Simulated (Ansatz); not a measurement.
# CsSnI3 (P4/mbm): a many-body input that goes wrong, and its mend

What is wrong with this input for CsSnI3 (P4/mbm)?

Calculated with Ansatz 0.2.0; G0W0 on LDA, plane waves, PAW.

## 1. The structure

Symmetry: P4/mbm, No. 127, tetragonal system. Conventional cell: a = 8.718 Å, b = 8.718 Å, c = 6.191 Å, α = 90.00°, β = 90.00°, γ = 90.00°. Nearest to Cs lie 12 I at 4.15 to 4.60 Å. Nearest to Sn lie 6 I at 3.10 Å. I has 2 Sn at 3.10 Å and 4 Cs at 4.36 Å nearest. Nearest to I lie 2 Sn at 3.10 Å and 4 Cs at 4.15 to 4.60 Å. Farther neighbours and most contacts between anions are not listed.

The cell and positions come from the Crystallography Open Database and are kept as given unless a step says otherwise. Spin-orbit coupling is left out unless a step names it. The default PAW set here is soft_2. Its files were made with PBE.

## 2. First try

Contents of input.yaml:

```yaml
crystal:
  lattice:
    - [8.7182, 0.0, 0.0]
    - [0.0, 8.7182, 0.0]
    - [0.0, 0.0, 6.1908]
  atoms:
    - { symbol: Cs, position: [0.5, 0.0, 0.0] }
    - { symbol: Cs, position: [0.0, 0.5, 0.0] }
    - { symbol: Sn, position: [0.0, 0.0, 0.5] }
    - { symbol: Sn, position: [0.5, 0.5, 0.5] }
    - { symbol: I, position: [0.0, 0.0, 0.0] }
    - { symbol: I, position: [0.5, 0.5, 0.0] }
    - { symbol: I, position: [0.7763, 0.2763, 0.5] }
    - { symbol: I, position: [0.7237, 0.7763, 0.5] }
    - { symbol: I, position: [0.2237, 0.7237, 0.5] }
    - { symbol: I, position: [0.2763, 0.2237, 0.5] }
kpoints:
  mp_grid: { grid: [2, 2, 2] }
hamiltonian:
  xc: lda
scf:
  occupations: { method: fixed }
gw:
  n_empty_bands: 496
  ecut_chi: 60
  qp_bands: [v3, c3]
  qp_kpoints: [[0.137, 0.291, 0]]
  screening: { model: contour_deformation }
```

The run is started by

```console
ansatz run input.yaml --threads 3 --pin off --max-ram 92160MiB --backend cpu --events-out ev --progress --plain --runs-dir out
```

Numbers of over 12 decimals in the logs are rounded to 6 here.

The program printed:

```text
Error: invalid value for `gw.qp_kpoints`: the listed point [0.137, 0.291, 0.0] is no point of the k-mesh [2, 2, 2] (kpoints.mp_grid); the nearest is [0.0, 0.5, 0.0]
```

Elapsed: 0.17 s, on 3 threads of AMD EPYC 7R13 (Zen 3), shared host; peak memory 0.12 GiB.

**What went wrong?**

The input was rejected at the start.

The program's message: “Error: invalid value for `gw.qp_kpoints`: the listed point [0.137, 0.291, 0.0] is no point of the k-mesh [2, 2, 2] (kpoints.mp_grid); the nearest is [0.0, 0.5, 0.0]”

The fault: point off the mesh. Quasiparticle levels are computed on points of the mesh alone.

## 3. A better input

G0W0 replaces the xc potential by the self-energy, built once from these orbitals. Only a window of levels is corrected, while the sums run over the empty bands that the input names.

input.yaml: that of step 2 with these lines changed.

```diff
@@ -26,3 +26,3 @@
   qp_bands: [v3, c3]
-  qp_kpoints: [[0.137, 0.291, 0]]
+  qp_kpoints: band_edges
   screening: { model: contour_deformation }
```

The run is started by

```console
ansatz run input.yaml --threads 3 --pin off --max-ram 92160MiB --backend cuda --events-out ev --progress --plain --runs-dir out --devices 1 --max-vram 13GiB
```

The program printed:

```text
GPUs: using 1 of 1 available (devices: 1).
[...]
device memory: the entry about to start is reckoned to put 5.0 GiB on a device that reports 45.7 GiB free (of which the cap on the GPU budget leaves the run 13.0 GiB)
GPU FFT provider: cuFFT
GPU libraries: cuBLAS 13.8.2, cuFFT 12.4.0, cuSOLVER 12.3.4
Crystal: 10 atoms, lattice volume = 470.544 Å³
Basis set: ecut = 420 eV, 9213 PW (Γ)
Bands: 89, of which v1, the nominal top of the filled ones, is band 74 counted from 1 (73 counted from 0)
Symmetry: 16 space group operations
[...]
k-points: 6 of 8
[...]
GPU buffer pool allocated for 162000 grid points (all kernels)
GPU transforms: local potential and band sums: pruned to the plane-wave sphere, on 60×60×45
[...]
SCF iter   1: F=—  HF=-66912.263148 eV  |F-HF|=—  |Δ(HF+E_count)|=         —  Δρ=4.74e-3  dr2=7.13e-2  ethr=1.77e-3  ⟨swp⟩=5.2  Hψ=1804  notcnv=0  defer=75
[...]
0    72      3.0170   -17.1186     2.5005   -14.3428  0.7106     2.7372     2.7417  root
     0    73      3.3361   -17.3289     2.4797   -14.5908  0.7141     3.0736     3.0777  root
     0    74      4.2525   -16.5293     1.0240   -15.7233  0.7354     4.4688     4.4705  root
     0    75      5.8172    -8.7732    -3.3290   -12.6429  0.7386     6.3778     6.3579  root
     0    76      5.8172    -8.7732    -3.3290   -12.6429  0.7386     6.3778     6.3579  root
     0    77      7.0882    -3.8804    -3.5906    -7.9165  0.7761     7.5460     7.5337  root
     1    72      3.4558   -17.4846     2.4512   -14.7639  0.7168     3.1821     3.1863  root
     1    73      3.6760   -17.3931     1.9655   -15.3885  0.7168     3.6369     3.6369  root
[...]
5    74      4.3000   -16.7706     1.2647   -15.6575  0.7316     4.4507     4.4516  root
     5    75      5.7678    -8.3013    -3.7317   -12.6226  0.7259     6.3848     6.3575  root
     5    76      5.7678    -8.3013    -3.7317   -12.6226  0.7259     6.3848     6.3575  root
     5    77      5.7974    -8.7560    -3.3165   -12.6141  0.7388     6.3590     6.3390  root
[key lines of the parts left out:]
SCF converged after 8 iterations
Free energy (F): -66912.238140 eV
Fermi energy:    5.047387 eV
```

The job ended after 34 s (1 × NVIDIA H100 80GB HBM3 (shared by 6 runs) with 3 threads; peak memory 2.2 GiB; 54 s of CPU time).

In the SCF lines HF is the Harris–Foulkes energy and dr2 the Hartree energy of the density residual, in eV; the loop may stop once dr2 is under the threshold and the program's other checks hold. Hψ counts applications of the Hamiltonian.

Numbers from this step:

* bands summed: 570
* RPA ε∞ on this mesh (eigenvalues): 213.5, 213.5, 379.9
* plane waves in the screening matrix: 487
* q-points in the mesh: 8
* G0W0 gap on the mesh: 0.5339 eV
* k of the valence top: 0, 0, -0.5
* k of the conduction bottom: 0, 0, -0.5
* starting gap on the mesh: 0.2614 eV
* Z at the valence top: 0.7388
* Z at the conduction bottom: 0.7432
* least direct G0W0 gap on the computed points: 0.5339 eV

The gap on the mesh goes from 0.26 eV to 0.53 eV, a correction of +0.27 eV, though a band edge has moved to another state.

## 4. Summary of results

- first try: refused after 0.17 s
- better run: G0W0 gap on the mesh 0.53 eV (2×2×2 mesh, 496 empty bands, screening to 60 eV)

What this shows: The second run differs in: points asked. Bands and cutoff are finite, so the gap is not at the basis limit. The miss can reach some tenths of an eV and take either sign; the mesh is an error of its own. The 2×2×2 mesh is coarse for this cell (its supercell is 12 Å along the shortest edge). The RPA ε∞ on it, from the LDA start, is 213.51 and 379.94; such meshes misread the long-range screening, most where the gap is narrow. With atoms this heavy and so narrow a gap, spin-orbit coupling can invert the bands. These scalar-relativistic gaps are then model values, not to be set against experiment, and a spin-orbit change taken from DFT can't simply be added. On this mesh the RPA ε∞ passes 90, more than nearly any semiconductor shows; a coarse mesh does this where one point with a narrow direct gap carries much weight. The screening is then too strong, and the G0W0 gap should not be taken as the material's.

[Paths, hosts, dates, memory and timing lines, banners, echoed tables and standing remarks are left out of the program output.]

[Logs are printed without paths, hosts, clocks, repeated set-up lines and the standing remarks that a program may print on its own settings, such as how far it seeks lower states.]

[Runs of the session that timed out or met a known fault of the program may be left out.]

[Cells called generated may have been cut or substituted from an entry of the Crystallography Open Database or the Materials Project.]

[Hosts, paths, dates, database ids (printed as entryN), source tags and the programs' standing remarks are cut or masked in the printed files.]
